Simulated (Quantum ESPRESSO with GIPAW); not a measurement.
# NOF: NMR parameters from first principles

Wanted: NMR shieldings for each site of NOF.

Main program and level: Quantum ESPRESSO with GIPAW 8.0dev (patched build); DFT, PBEsol, plane-wave PAW (pslibrary 1.0.0 recipes), scalar-relativistic, GIPAW; a patched development version of the program.

**1. Starting point**

It takes space group P2_12_12_1 (No. 19, orthorhombic). The conventional cell has a = 4.013 Å, b = 4.282 Å, c = 10.008 Å, α = 90.00°, β = 90.00°, γ = 90.00°. F has 1 N at 1.64 Å nearest. O has 1 N at 1.13 Å nearest. Nearest to N lie 1 O at 1.13 Å. Farther neighbours and most contacts between anions are not listed.

The cell is a computed entry of the Materials Project; it need not be the form that is stable at ambient conditions.

This structure had its atoms relaxed beforehand (DFT, PBEsol, plane-wave PAW (pslibrary 1.0.0 recipes), Quantum ESPRESSO with GIPAW), starting from the database entry, since shieldings follow bond lengths closely.

**2. Ground state**

GIPAW is a response on top of the ground state, so the wavefunctions come first. Their errors pass straight into the induced current, hence the tight threshold. No empty states are asked for: the response is solved without them. The mesh has a spacing of 0.30 Å⁻¹ at most. The PAW files were made with ld1.x from the pslibrary 1.0.0 recipes, with GIPAW reconstruction switched on (the recipe of F slightly mended, as the packaged one fails to give a sound file).

Input file scf.in:

```
&control
  calculation = 'scf'
  prefix = 'x'
  outdir = './tmp/'
  pseudo_dir = './'
/
&system
  ibrav = 0
  nat = 12
  ntyp = 3
  ecutwfc = 55
  ecutrho = 340
  nbnd = 36
/
&electrons
  conv_thr = 1.0d-10
  mixing_beta = 0.7
  electron_maxstep = 100
/
ATOMIC_SPECIES
  F 18.998 F.pbesol-n-kjpaw_psl.1.0.0-gipaw.UPF
  O 15.999 O.pbesol-n-kjpaw_psl.1.0.0-gipaw.UPF
  N 14.007 N.pbesol-n-kjpaw_psl.1.0.0-gipaw.UPF
CELL_PARAMETERS angstrom
  4.01262683 0.00000000 0.00000000
  0.00000000 4.28189695 0.00000000
  0.00000000 0.00000000 10.00778878
ATOMIC_POSITIONS crystal
  F 0.98583955 0.66471203 0.12048501
  F 0.48583955 0.83528797 0.87951499
  F 0.01416045 0.16471203 0.37951499
  F 0.51416045 0.33528797 0.62048501
  O 0.59390312 0.04082200 0.15660313
  O 0.40609688 0.54082200 0.34339687
  O 0.09390312 0.45917800 0.84339687
  O 0.90609688 0.95917800 0.65660313
  N 0.68533248 -0.00398149 0.58833025
  N 0.18533248 0.50398149 0.41166975
  N 0.81466752 1.00398149 0.08833025
  N 0.31466752 0.49601851 0.91166975
K_POINTS automatic
  6 5 3 0 0 0
```

Run with:

```sh
$ mpirun -np 4 pw.x -nk 4 -in scf.in > scf.out
```

Output:

```text
[...]
as large as its charge; the limit is 4.5
     Functions over the limit replaced by smooth ones with the moment of the charge, as mend_augmentation asks: 2
     This moves results (see INPUT_PW). Waves and levels in the save fit builds from 8.0dev_s219 on
     using ibrav=0 with symmetry is DISCOURAGED, use correct ibrav instead

     bravais-lattice index     =            0
     lattice parameter (alat)  =       7.5828  a.u.
     unit-cell volume          =    1160.3786 (a.u.)^3
     number of atoms/cell      =           12
     number of atomic types    =            3
     number of electrons       =        72.00
     number of Kohn-Sham states=           36
     kinetic-energy cutoff     =      55.0000  Ry
     charge density cutoff     =     340.0000  Ry
     scf convergence threshold =      1.0E-10
     mixing beta               =       0.7000
     number of iterations used =            8  plain     mixing
     Exchange-correlation= SLA-PW-PSX-PSC
                           (   1   4  10   8   0   0   0)
[...]
F                 7.00    18.99800     F ( 1.00)
     O                 6.00    15.99900     O ( 1.00)
     N                 5.00    14.00700     N ( 1.00)

      4 Sym. Ops. (no inversion) found ( 3 have fractional translation)
[...]
number of k points=    24
[...]
Dense  grid:   122825 G-vectors     FFT dimensions: (  48,  48, 120)

     Smooth grid:    63897 G-vectors     FFT dimensions: (  36,  40,  90)

     Check: negative core charge=   -0.000006

     Initial potential from superposition of free atoms

     starting charge      72.0000, renormalised to      72.0000
     Starting wfcs are   48 randomized atomic wfcs

     Self-consistent Calculation

     iteration #  1     ecut=    55.00 Ry     beta= 0.70
     Davidson diagonalization with overlap
     ethr =  1.00E-02,  avg # of iterations =  2.0

     total energy              =    -509.27765891 Ry
     estimated scf accuracy    <       1.35956376 Ry

     iteration #  2     ecut=    55.00 Ry     beta= 0.70
     Davidson diagonalization with overlap
     ethr =  1.89E-03,  avg # of iterations =  7.8

     total energy              =    -509.52507444 Ry
     estimated scf accuracy    <       3.57304673 Ry

     iteration #  3     ecut=    55.00 Ry     beta= 0.70
     Davidson diagonalization with overlap
     ethr =  1.89E-03,  avg # of iterations =  5.7

     total energy              =    -509.87818991 Ry
     estimated scf accuracy    <       0.23896599 Ry

[...]
total energy              =    -510.09554552 Ry
[...]
iteration # 52     ecut=    55.00 Ry     beta= 0.70
     Davidson diagonalization with overlap
     ethr =  1.10E-12,  avg # of iterations =  2.5

     total energy              =    -510.09554552 Ry
     estimated scf accuracy    <          1.7E-10 Ry

     iteration # 53     ecut=    55.00 Ry     beta= 0.70
     Davidson diagonalization with overlap
     ethr =  2.36E-13,  avg # of iterations =  5.5

     End of self-consistent calculation
     [one-electron energies left out]

!    total energy              =    -510.09554552 Ry
     total all-electron energy =     -1832.513259 Ry
     estimated scf accuracy    <          1.6E-12 Ry

     The total energy is the sum of the following terms:
     one-electron contribution =    -243.51161775 Ry
     hartree contribution      =     152.85616891 Ry
     xc contribution           =     -87.73671332 Ry
     ewald contribution        =    -221.44165386 Ry
     one-center paw contrib.   =    -110.26172949 Ry

     convergence has been achieved in  53 iterations
[...]
JOB DONE.
```

It took 2.8 min on 4 MPI ranks of Arm Neoverse V2, shared host; peak memory 0.71 GiB.

It converged in 53 cycles to an estimated accuracy of 2e-12 Ry, on 24 irreducible k-points.

**3. Shieldings**

The job finds the current that a weak uniform field induces (applied as a long wave, q_gipaw) and the field that this current makes at each nucleus. On atoms with p or d valence electrons much of the paramagnetic part arises close to the nucleus, where the PAW partial waves rebuild the true states. pawproj makes the reconstruction use the PAW data sets' own projectors.

Input file nmr.in:

```
&inputgipaw
  job = 'nmr'
  prefix = 'x'
  tmp_dir = './tmp/'
  restart_mode = 'from_scratch'
  verbosity = 'low'
  q_gipaw = 0.01
  spline_ps = .true.
  conv_threshold = 1.0d-11
  use_nmr_macroscopic_shape = .false.
  pawproj(1) = .true.
  pawproj(2) = .true.
  pawproj(3) = .true.
/
```

Run with:

```sh
$ mpirun -np 4 gipaw.x -in nmr.in > nmr.out
```

Output:

```text
[banner, memory and clock lines left out]
[a note of our patched build left out]

     Parallelizing q-star over 1 images

     IMPORTANT: XC functional enforced from input :
     Exchange-correlation= PBESOL
                           (   1   4  10   8   0   0   0)
     Any further DFT definition will be discarded
     Please, verify this is what you really want

     In N.pbesol-n-kjpaw_psl.1.0.0-gipaw.UPF the largest augmentation function (projectors 1 and 4, L = 1) is 9.4 times
     as large as its charge; the limit is 4.5
     Functions over the limit replaced by smooth ones with the moment of the charge, as in the saved run: 2

     Check: negative core charge=   -0.000006
[...]
alpha_pv=     50.4975 eV

     spline_ps is .false., expect some extrapolation errors

     q-space interpolation up to    66.00 Rydberg

     GIPAW job: nmr
     NMR macroscopic correction: no
[...]
Computing the magnetic susceptibility     isolve=0    ethr=  0.1000E-10
     Starting from scratch
     k-point #    1 of    24      pool #  1    cpu time:       0.7
[...]
End of magnetic susceptibility calculation

     f-sum rule (1st term):
           -64.6496          0.0000          0.0000
             0.0000        -64.7316          0.0000
             0.0000          0.0000        -64.6438

     f-sum rule (2nd term):
            -2.5142          0.0000          0.0000
             0.0000         -2.4317          0.0000
             0.0000          0.0000         -2.5200

     f-sum rule (should be   -67.1515):
           -67.1638          0.0000          0.0000
             0.0000        -67.1633          0.0000
             0.0000          0.0000        -67.1638

[... susceptibilities left out ...]
     Contributions to the NMR chemical shifts: -------------------------------

     Macroscopic shape contribution in ppm:                    0.00
             0.0000          0.0000          0.0000
             0.0000          0.0000          0.0000
             0.0000          0.0000          0.0000

     Core contribution in ppm:

     Atom  1  F   pos: (  0.985840  0.709318  0.300499)  core sigma:         305.83
     Atom  2  F   pos: (  0.485840  0.891341  2.193576)  core sigma:         305.83
     Atom  3  F   pos: (  0.014160  0.175765  0.946539)  core sigma:         305.83
     Atom  4  F   pos: (  0.514160  0.357788  1.547536)  core sigma:         305.83
     Atom  5  O   pos: (  0.593903  0.043561  0.390580)  core sigma:         270.50
     Atom  6  O   pos: (  0.406097  0.577114  0.856457)  core sigma:         270.50
     Atom  7  O   pos: (  0.093903  0.489991  2.103494)  core sigma:         270.50
     Atom  8  O   pos: (  0.906097  1.023544  1.637617)  core sigma:         270.50
     Atom  9  N   pos: (  0.685332 -0.004249  1.467339)  core sigma:         235.22
     Atom 10  N   pos: (  0.185332  0.537802  1.026735)  core sigma:         235.22
     Atom 11  N   pos: (  0.814668  1.071354  0.220302)  core sigma:         235.22
     Atom 12  N   pos: (  0.314668  0.529304  2.273772)  core sigma:         235.22

     Bare contribution in ppm:

     Atom  1  F   pos: (  0.985840  0.709318  0.300499)  bare sigma:         -52.60
[...]
Atom  2  F   pos: (  0.485840  0.891341  2.193576)  bare sigma:         -52.60
[...]
Atom  3  F   pos: (  0.014160  0.175765  0.946539)  bare sigma:         -52.60
[...]
Atom  4  F   pos: (  0.514160  0.357788  1.547536)  bare sigma:         -52.60
[...]
Atom  5  O   pos: (  0.593903  0.043561  0.390580)  bare sigma:        -128.36
[...]
Atom  6  O   pos: (  0.406097  0.577114  0.856457)  bare sigma:        -128.36
[...]
Atom  7  O   pos: (  0.093903  0.489991  2.103494)  bare sigma:        -128.36
[...]
Atom  8  O   pos: (  0.906097  1.023544  1.637617)  bare sigma:        -128.36
[...]
Atom  9  N   pos: (  0.685332 -0.004249  1.467339)  bare sigma:        -160.37
[...]
Atom 10  N   pos: (  0.185332  0.537802  1.026735)  bare sigma:        -160.37
[...]
Atom 11  N   pos: (  0.814668  1.071354  0.220302)  bare sigma:        -160.37
[...]
Atom 12  N   pos: (  0.314668  0.529304  2.273772)  bare sigma:        -160.37
[...]
Diamagnetic contribution in ppm:

     Atom  1  F   pos: (  0.985840  0.709318  0.300499)  dia sigma:          42.03
[...]
Atom  2  F   pos: (  0.485840  0.891341  2.193576)  dia sigma:          42.03
[...]
Atom  3  F   pos: (  0.014160  0.175765  0.946539)  dia sigma:          42.03
[...]
Atom  4  F   pos: (  0.514160  0.357788  1.547536)  dia sigma:          42.03
[...]
Atom  5  O   pos: (  0.593903  0.043561  0.390580)  dia sigma:          16.60
[...]
Atom  6  O   pos: (  0.406097  0.577114  0.856457)  dia sigma:          16.60
[...]
Atom  7  O   pos: (  0.093903  0.489991  2.103494)  dia sigma:          16.60
[...]
Atom  8  O   pos: (  0.906097  1.023544  1.637617)  dia sigma:          16.60
[...]
Atom 11  N   pos: (  0.814668  1.071354  0.220302)  dia sigma:           4.03
[...]
Atom 12  N   pos: (  0.314668  0.529304  2.273772)  dia sigma:           4.03
[...]
Paramagnetic contribution in ppm:

     Atom  1  F   pos: (  0.985840  0.709318  0.300499)  para sigma:        -343.06
[...]
Atom  2  F   pos: (  0.485840  0.891341  2.193576)  para sigma:        -343.06
[...]
Atom  3  F   pos: (  0.014160  0.175765  0.946539)  para sigma:        -343.06
[...]
Atom  4  F   pos: (  0.514160  0.357788  1.547536)  para sigma:        -343.06
[...]
Atom  5  O   pos: (  0.593903  0.043561  0.390580)  para sigma:        -341.73
[...]
Atom  6  O   pos: (  0.406097  0.577114  0.856457)  para sigma:        -341.73
[...]
Atom  7  O   pos: (  0.093903  0.489991  2.103494)  para sigma:        -341.73
[...]
Atom  8  O   pos: (  0.906097  1.023544  1.637617)  para sigma:        -341.73
[...]
Atom  9  N   pos: (  0.685332 -0.004249  1.467339)  para sigma:        -299.85
[...]
Atom 10  N   pos: (  0.185332  0.537802  1.026735)  para sigma:        -299.85
[...]
Atom 11  N   pos: (  0.814668  1.071354  0.220302)  para sigma:        -299.85
[...]
Atom 12  N   pos: (  0.314668  0.529304  2.273772)  para sigma:        -299.85
[...]
Paramagnetic US occ-occ contribution in ppm:

     Atom  1  F   pos: (  0.985840  0.709318  0.300499)  para_oo sigma:           0.23
[...]
Atom  2  F   pos: (  0.485840  0.891341  2.193576)  para_oo sigma:           0.23
[...]
Atom  3  F   pos: (  0.014160  0.175765  0.946539)  para_oo sigma:           0.23
[...]
Atom  4  F   pos: (  0.514160  0.357788  1.547536)  para_oo sigma:           0.23
[...]
Atom  5  O   pos: (  0.593903  0.043561  0.390580)  para_oo sigma:          -4.08
[...]
Atom  6  O   pos: (  0.406097  0.577114  0.856457)  para_oo sigma:          -4.08
[...]
Atom  7  O   pos: (  0.093903  0.489991  2.103494)  para_oo sigma:          -4.08
[...]
Atom  8  O   pos: (  0.906097  1.023544  1.637617)  para_oo sigma:          -4.08
[...]
Atom  9  N   pos: (  0.685332 -0.004249  1.467339)  para_oo sigma:          -1.42
[...]
Atom 10  N   pos: (  0.185332  0.537802  1.026735)  para_oo sigma:          -1.42
[...]
Atom 11  N   pos: (  0.814668  1.071354  0.220302)  para_oo sigma:          -1.42
[...]
Atom 12  N   pos: (  0.314668  0.529304  2.273772)  para_oo sigma:          -1.42
[...]
Paramagnetic US L_R Q_R contribution in ppm:

     Atom  1  F   pos: (  0.985840  0.709318  0.300499)  para_lq sigma:        -423.32
[...]
Atom  2  F   pos: (  0.485840  0.891341  2.193576)  para_lq sigma:        -423.32
[...]
Atom  3  F   pos: (  0.014160  0.175765  0.946539)  para_lq sigma:        -423.32
[...]
Atom  4  F   pos: (  0.514160  0.357788  1.547536)  para_lq sigma:        -423.32
[...]
Atom  5  O   pos: (  0.593903  0.043561  0.390580)  para_lq sigma:        -253.64
[...]
Atom  6  O   pos: (  0.406097  0.577114  0.856457)  para_lq sigma:        -253.64
[...]
Atom  7  O   pos: (  0.093903  0.489991  2.103494)  para_lq sigma:        -253.64
[...]
Atom  8  O   pos: (  0.906097  1.023544  1.637617)  para_lq sigma:        -253.64
[...]
Atom  9  N   pos: (  0.685332 -0.004249  1.467339)  para_lq sigma:         -73.19
[...]
Atom 10  N   pos: (  0.185332  0.537802  1.026735)  para_lq sigma:         -73.19
[...]
Atom 11  N   pos: (  0.814668  1.071354  0.220302)  para_lq sigma:         -73.19
[...]
Atom 12  N   pos: (  0.314668  0.529304  2.273772)  para_lq sigma:         -73.19
[...]
Total NMR chemical shifts in ppm: ---------------------------------------
     (adopting the Simpson convention for anisotropy and asymmetry)-----------

     Atom  1  F   pos: (  0.985840  0.709318  0.300499)  Total sigma:        -470.90
          -732.6172       -235.5166        462.8946
           -52.0803        -25.3516       -190.3241
           349.2042        -48.1332       -654.7387

     F       1    anisotropy:   -947.03    eta:    0.7169
[...]
Atom  2  F   pos: (  0.485840  0.891341  2.193576)  Total sigma:        -470.90
[... its tensor is left out ...]
     Atom  3  F   pos: (  0.014160  0.175765  0.946539)  Total sigma:        -470.90
[... its tensor is left out ...]
     Atom  4  F   pos: (  0.514160  0.357788  1.547536)  Total sigma:        -470.90
[... its tensor is left out ...]
     Atom  5  O   pos: (  0.593903  0.043561  0.390580)  Total sigma:        -440.69
          -486.7675        266.9954        189.5601
           233.1567       -532.5966         79.1741
           216.1852         49.1895       -302.7174

     O       5    anisotropy:    539.59    eta:    0.8890
[...]
Atom  6  O   pos: (  0.406097  0.577114  0.856457)  Total sigma:        -440.69
[... its tensor is left out ...]
     Atom  7  O   pos: (  0.093903  0.489991  2.103494)  Total sigma:        -440.69
[... its tensor is left out ...]
     Atom  8  O   pos: (  0.906097  1.023544  1.637617)  Total sigma:        -440.69
[... its tensor is left out ...]
     Atom  9  N   pos: (  0.685332 -0.004249  1.467339)  Total sigma:        -295.58
          -241.0307        239.9273        162.4859
            97.5988       -491.7496        -59.1693
            70.1783         63.5565       -153.9448

     N       9    anisotropy:   -430.98    eta:    0.7255
[...]
Atom 10  N   pos: (  0.185332  0.537802  1.026735)  Total sigma:        -295.58
[... its tensor is left out ...]
     Atom 11  N   pos: (  0.814668  1.071354  0.220302)  Total sigma:        -295.58
[... its tensor is left out ...]
     Atom 12  N   pos: (  0.314668  0.529304  2.273772)  Total sigma:        -295.58
[... its tensor is left out ...]
```

The job ended after 16 min (4 MPI ranks; peak memory 0.44 GiB; 64 min of CPU time).

The f-sum rule is met to 0.012 of 67.2 (0.02 %). Converged shieldings require that this miss be small, but a small miss does not prove them. This build smooths some augmentation functions of the files as it reads them, which, it says, moves results; by how much was not measured here.

From the symmetric part of each tensor, with principal values σ11 ≤ σ22 ≤ σ33: σ_iso is their mean, the span is σ33 − σ11 and the skew 3(σ_iso − σ22)/span. (gipaw.x prints an anisotropy in another convention.)

```
site  atom no.  atoms in cell  σ_iso (ppm)  span (ppm)   skew
   F         1              4       -470.9      1173.3  -0.23
   O         5              4       -440.7       699.5   0.09
   N         9              4       -295.6       535.2  -0.22
```

The macroscopic shape term is switched off. For a spherical sample the valence susceptibility of this run would add about 4 ppm to every site, a rough estimate, since the susceptibility converges slowly and lacks part of the PAW terms. Differences within the crystal don't depend on it, but shieldings of different compounds can't be compared to better than a few ppm without it.

In this run the largest span is that of F (site symmetry 1), with principal values -1102.3, -381.5 and 71.1 ppm.

17O also has a quadrupolar coupling here. It is not given: on PAW files the efg job of this gipaw.x leaves out the augmentation charge of neighbouring atoms and can miss by tens of per cent.

**4. NMR parameters by site**

Covalently bonded atoms count as neighbours within 1.18 times the sum of their radii. Otherwise a cation's neighbours lie within 1.2 times its shortest bond (1.3 for large cations, each anion's radius taken off where they differ), and an anion's are the cations that count it.

```
site  atom no.  atoms in cell  surroundings     bonds (Å)  σ_iso (ppm)
   F         1              4    bound to N         1.639       -470.9
   O         5              4    bound to N         1.130       -440.7
   N         9              4           NFO  1.13 to 1.64       -295.6
```

Simulated spectrum: 19F MAS at 60 kHz, 20 T (801.6 MHz), lines broadened by 3.6 ppm; the axis counts ppm from the isotropic position of F, as −Δσ; rigid lattice, with dipolar and J couplings left out. Its lines over 1.5 % of the strongest:

| offset (ppm) | area |
| --- | --- |
| 748.5 | 0.02 |
| 673.7 | 0.07 |
| 598.8 | 0.18 |
| 524.0 | 0.35 |
| 449.1 | 0.52 |
| 374.3 | 0.53 |
| 299.4 | 0.44 |
| 224.6 | 0.46 |
| 149.7 | 0.57 |
| 74.9 | 0.61 |
| 0.0 | 0.87 |
| -74.9 | 1.00 |
| -149.7 | 0.89 |
| -224.6 | 0.63 |
| -299.4 | 0.67 |
| -374.3 | 0.68 |
| -449.1 | 0.42 |
| -524.0 | 0.19 |
| -598.8 | 0.07 |
| -673.7 | 0.02 |

Spinning sidebands lie 74.9 ppm apart.

Simulated spectrum: 15N static powder, 14.1 T (60.9 MHz), lines broadened by 11 ppm; the axis counts ppm from the isotropic position of N, as −Δσ; rigid lattice, with dipolar and J couplings left out.

offset (ppm), intensity and a bar:
```
      352       0.00 
      331       0.00 
      310       0.00 
      290       0.10 ###
      271       0.30 #########
      250       0.31 #########
      230       0.32 ##########
      211       0.33 ##########
      190       0.34 ##########
      169       0.36 ###########
      150       0.37 ###########
      130       0.39 ############
      109       0.40 ############
       89       0.42 #############
       70       0.44 #############
       49       0.48 ##############
       28       0.52 ################
        9       0.57 #################
      -11       0.65 ####################
      -32       0.88 ##########################
      -40       1.00 ##############################
      -51       0.81 ########################
      -71       0.65 ###################
      -92       0.57 #################
     -113       0.52 ################
     -132       0.49 ###############
     -152       0.46 ##############
     -173       0.44 #############
     -192       0.42 #############
     -212       0.40 ############
     -233       0.38 ###########
     -252       0.08 ##
     -272       0.00 
     -293       0.00 
     -312       0.00
```

Most prominent maxima (ppm: height): -40: 1.00.

**5. Results**

```yaml
19f_shielding_without_shape_term: -470.9 ppm
17o_shielding_without_shape_term: -440.7 ppm
15n_shielding_without_shape_term: -295.6 ppm
```

**Reading.** 19F has one site (bound to N), with isotropic shielding -470.9 ppm (shape term left out). A shift needs a reference, δ = σ_ref − σ, fixed on measured compounds; for 19F of this kind at this level too few were at hand, or they scattered too widely about a line, so none is given. No sound run at another cutoff or mesh is at hand, so convergence rests on the f-sum rule and on experience with these files. This build of gipaw.x prints that it is not audited and that its numbers are no references by themselves. It also reports spline_ps as false although the input sets it; why was not traced.

[Banner, clock, file and message-heading lines were taken out of the pw.x and gipaw.x logs.]

[Logs are printed without paths, hosts, clocks, repeated set-up lines and the standing remarks that a program may print on its own settings, such as how far it seeks lower states.]

[Hosts, paths, dates, database ids (printed as entryN), source tags and the programs' standing remarks are cut or masked in the printed files.]

[Where no reference line passes its bar on scatter, no shift is given, so a measured shift of this compound may stand uncompared.]
